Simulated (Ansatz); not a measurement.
# Quasiparticle gap of H4C2SeSO2 (Pc), part 2 of 2

How far does one-shot GW move the PBE gap of H4C2SeSO2 (Pc)?

Ansatz 0.2.0; PBE, then G0W0 on it, plane waves, PAW. Known limits of the many-body steps: finite bands, screening cutoff and k mesh; no spin-orbit coupling in G0W0.

So far. Step 3 (Bands along the symmetry lines): Over mesh and path the gap is 2.989 eV, from k = (-0.500, 0.500, 0.000) to k = (-0.500, 0.000, 0.000). The least direct gap found is 3.203 eV, at k = (-0.500, 0.450, 0.000). Step 4 (G0W0 on the 4×4×2 mesh): Over 17 of 18 irreducible mesh points the G0W0 gap is 5.679 eV, from k = (-0.500, -0.500, 0.000) to k = (-0.500, 0.000, 0.000). The PBE gap of this run on the mesh is 2.989 eV.

In doubt: masses and optical values from hybrid runs of this build are listed as unsure (in some of the runs), which bears on the screening that GW takes from such a start.

## 5. Spin-orbit coupling in PBE

This run has two-component orbitals with spin-orbit coupling.

This step: DFT, PBE with spin-orbit coupling, plane waves, PAW; PAW set soft_1.

Input file input.yaml:

```yaml
crystal:
  lattice:
    - [5.6201, 0.0, 0.0]
    - [0.0, 5.429, 0.0]
    - [-4.1064155037, 0.0, 7.782155437]
  atoms:
    - { symbol: H, position: [0.9903275064, 0.7473635647, 0.4660418871] }
    - { symbol: H, position: [0.9903275064, 0.2526364353, 0.9660418871] }
    - { symbol: H, position: [0.9526666536, 0.4949916995, 0.3188623577] }
    - { symbol: H, position: [0.9526666536, 0.5050083005, 0.8188623577] }
    - { symbol: H, position: [0.3242621606, 0.9254302466, -0.0008390993] }
    - { symbol: H, position: [0.3242621606, 0.0745697534, 0.4991609007] }
    - { symbol: H, position: [0.4578783155, 0.1133202744, 0.1941292844] }
    - { symbol: H, position: [0.4578783155, 0.8866797256, 0.6941292844] }
    - { symbol: C, position: [0.8719629278, 0.6686019466, 0.3380623345] }
    - { symbol: C, position: [0.8719629278, 0.3313980534, 0.8380623345] }
    - { symbol: C, position: [0.4713629967, 0.9401030733, 0.1349322238] }
    - { symbol: C, position: [0.4713629967, 0.0598969267, 0.6349322238] }
    - { symbol: Se, position: [0.4847737869, 0.6468803937, 0.274117174] }
    - { symbol: Se, position: [0.4847737869, 0.3531196063, 0.774117174] }
    - { symbol: S, position: [0.8080090367, 0.8871242417, 0.1698405285] }
    - { symbol: S, position: [0.8080090367, 0.1128757583, 0.6698405285] }
    - { symbol: O, position: [0.9794800703, 0.1049310127, 0.2322299963] }
    - { symbol: O, position: [0.9794800703, 0.8950689873, 0.7322299963] }
    - { symbol: O, position: [0.8018265455, 0.7599013105, 0.0217933131] }
    - { symbol: O, position: [0.8018265455, 0.2400986895, 0.5217933131] }
kpoints:
  mp_grid: { grid: [6, 4, 4] }
  band_path:
    path:
      - [0.0, 0.0, 0.0]
      - [0.0, 0.5, 0.0]
      - [0.0, 0.5, 0.5]
      - [0.0, 0.0, 0.5]
      - [-0.5, 0.0, 0.5]
      - [-0.5, 0.5, 0.5]
      - [-0.5, 0.5, 0.0]
      - [-0.5, 0.0, 0.0]
      - [-0.5, 0.45, 0.0]
    npoints: 1
hamiltonian:
  xc: pbe
  pseudopotentials: { kind: paw_fr, azcp: { folder: soft_1 } }
scf:
  occupations: { method: fixed }
  n_extra_bands: 20
magnetization:
  noncollinear: true
  spin_orbit: true
output:
  eigenvalues: true
  forces: true
  stress: true
```

Run with:

```bash
ansatz run input.yaml --threads 2 --pin off --max-ram 92160MiB --backend cuda --events-out ev --progress --plain --runs-dir out --devices 1 --max-vram 13GiB
```

Elapsed: 20 s, on 1 × NVIDIA H100 80GB HBM3 (shared by 6 runs) with 2 threads of AMD EPYC 7R13 (Zen 3), shared host; peak memory 1.2 GiB.

Numbers from this step:

- pressure: 1.524 GPa
- gap: 2.988 eV
- valence top at: C_2
- conduction bottom at: Y_2
- least direct gap: 3.193 eV

Over mesh and listed points the gap is 2.988 eV, from k = (-0.500, 0.500, 0.000) to k = (-0.500, 0.000, 0.000). The least direct gap found is 3.193 eV, at k = (-0.500, 0.450, 0.000). PBE+SOC against PBE: 2.988 − 2.989 = −0.001 eV, with the same mesh, set of files (read in its fully relativistic form for the spin-orbit run) and cutoff, and both edges at the same k points. The spin-orbit run sees mesh and listed points alone, so its gap is an upper bound: the coupling can move an edge off these points, the more so as this crystal has no centre of inversion, and the change over the zone, its sign included where it is small, is not known.

## 6. Side by side

Each gap is the least one over the points named; times are wall times on shared hosts, not benchmarks. A G0W0 time includes the run's own self-consistent start. Runs with listed points see these and the mesh alone, so an edge that moves elsewhere is missed. Rows marked * are further runs, not shown as steps, whose inputs differ from the G0W0 step on the same start in the columns given; solver thresholds can differ too. Symmetry makes (-0.500, 0.500, 0.000) and (-0.500, -0.500, 0.000) one point.

| level | mesh | files, cutoff | bands summed, screening | points | gap (eV) | valence top | conduction bottom | least direct gap (eV) | time |
| --- | --- | --- | --- | --- | --- | --- | --- | --- | --- |
| PBE | 6×4×4 | soft_1 PAW, 420 eV | - | mesh and path | 2.989 | (-0.500, 0.500, 0.000) | (-0.500, 0.000, 0.000) | 3.203 | 12 s |
| PBE+SOC | 6×4×4 | soft_1 PAW, 420 eV | - | mesh and listed points | 2.988 | (-0.500, 0.500, 0.000) | (-0.500, 0.000, 0.000) | 3.193 | 20 s |
| G0W0@PBE* | 4×4×2 | soft_1 PAW, 420 eV | 225, 48 eV | 17 of 18 irreducible mesh points | 5.516 | (-0.500, -0.500, 0.000) | (-0.500, 0.000, 0.000) | 5.804 | 31 s |
| G0W0@PBE* | 4×4×2 | soft_1 PAW, 420 eV | 553, 96 eV | 17 of 18 irreducible mesh points | 5.633 | (-0.500, -0.500, 0.000) | (-0.500, 0.000, 0.000) | 5.905 | 69 s |
| G0W0@PBE | 4×4×2 | soft_1 PAW, 420 eV | 1137, 160 eV | 17 of 18 irreducible mesh points | 5.679 | (-0.500, -0.500, 0.000) | (-0.500, 0.000, 0.000) | 5.954 | 3 min |
| G0W0@PBE* | 2×2×2 | soft_1 PAW, 420 eV | 553, 96 eV | all 8 irreducible mesh points | 5.643 | (-0.500, -0.500, 0.000) | (-0.500, 0.000, 0.000) | 5.915 | 20 s |
| G0W0@PBE* | 4×4×2 | soft_1 PAW, 420 eV | 1137, 160 eV, plasmon pole | 17 of 18 irreducible mesh points | 5.749 | (-0.500, -0.500, 0.000) | (-0.500, 0.000, 0.000) | 6.024 | 5.7 min |

## 7. Results

| Quantity | Value |
| --- | --- |
| PBE gap over mesh and path | 2.989 eV, from k = (-0.500, 0.500, 0.000) to k = (-0.500, 0.000, 0.000) |
| G0W0@PBE gap over 17 of 18 irreducible mesh points | 5.679 eV, from k = (-0.500, -0.500, 0.000) to k = (-0.500, 0.000, 0.000) |
| PBE+SOC gap over mesh and listed points | 2.988 eV |
| estimated limit in bands and cutoff, on this mesh | 5.723 eV |
| GW settings | 4×4×2 mesh, 1091 empty bands, screening to 160 eV, PAW set soft_1 files |
| known limits | finite bands, screening cutoff and k mesh; no spin-orbit coupling in G0W0 |

**Reading.** Over 17 of 18 irreducible mesh points the G0W0 gap is 5.679 eV, from k = (-0.500, -0.500, 0.000) to k = (-0.500, 0.000, 0.000). The PBE gap of this run on the mesh is 2.989 eV. The two states that bound the G0W0 gap lie that far apart at the start, so the correction of the gap is 5.679 − 2.989 = +2.690 eV. The valence state moves by 1.252 − 2.908 = −1.656 eV and the conduction state by 6.931 − 5.897 = +1.034 eV, on the run's own scale; with 225 bands the edge states move by −1.030 and +1.497 eV, so the split between the edges depends on the bands and cutoff. Both edges that PBE shows over mesh and path lie at k points where levels were corrected. Levels at other points were not corrected, so a lower G0W0 gap elsewhere in the zone is not ruled out. From 225 bands and 48 eV to 1137 bands and 160 eV the gap moves by 5.679 − 5.516 = +0.163 eV (rung by rung 5.516, 5.633, 5.679 eV); bands and screening cutoff rise together, so their parts are not told apart. A line in one over the bands through the two highest rungs gives 5.679 + (5.679 − 5.633) × 553 / (1137 − 553) = 5.723 eV, and through the pair below 5.633 + (5.633 − 5.516) × 225 / (553 − 225) = 5.713 eV. The two agree within 0.03 eV and the same two states bound the gap in each rung, so 5.723 eV is taken as an estimate of the limit on this mesh. With the 2×2×2 mesh in place of the 4×4×2 mesh and all else as in the G0W0@PBE row with 553 bands, the gap differs by 5.643 − 5.633 = +0.010 eV, and that of the start by 2.986 − 2.989 = −0.003 eV. With the plasmon pole model in place of the contour deformation model and all else as in the G0W0@PBE row with 1137 bands, the gap differs by 5.749 − 5.679 = +0.070 eV. G0W0 on other starts in this series, not shown as steps and not all at these settings: 5.895 eV on r2SCAN (4×4×2, soft_1 PAW, 1137 bands, 160 eV) and 6.244 eV on HSE06 (4×4×2, soft_1 PAW, 1137 bands, 160 eV). PBE+SOC against PBE: 2.988 − 2.989 = −0.001 eV, with the same mesh, set of files (read in its fully relativistic form for the spin-orbit run) and cutoff, and both edges at the same k points. The spin-orbit run sees mesh and listed points alone, so its gap is an upper bound: the coupling can move an edge off these points, the more so as this crystal has no centre of inversion, and the change over the zone, its sign included where it is small, is not known. What spin-orbit coupling does to the G0W0 levels was not computed, so no sum with the G0W0 gap is formed. The G0W0 runs are scalar-relativistic. G0W0@PBE runs of this series with other atomic data on the same mesh, not shown as steps, give 5.692 eV (hard PAW, 930 eV, 1663 bands, screening to 208 eV); where bands and cutoffs differ too, the part of the files is not isolated.

[Paths, hosts, dates, memory and timing lines, banners, echoed tables and standing remarks are left out of the program output.]

[Logs are printed without paths, hosts, clocks, repeated set-up lines and the standing remarks that a program may print on its own settings, such as how far it seeks lower states.]

[Runs of the session that timed out or met a known fault of the program may be left out.]

[Cells called generated may have been cut or substituted from an entry of the Crystallography Open Database or the Materials Project.]

[Hosts, paths, dates, database ids (printed as entryN), source tags and the programs' standing remarks are cut or masked in the printed files.]

[Where an RPA ε∞ is given, it is that of the G0W0 mesh and is not shown converged in it. Names of k-points follow the symmetry that the program found, which can be lower than the space group named. Band edges on a path are those of the sampled points; other points can move an edge, and change direct to indirect where valleys lie close.]

[Hybrid gaps are those of their k-mesh and are not shown converged in it.]
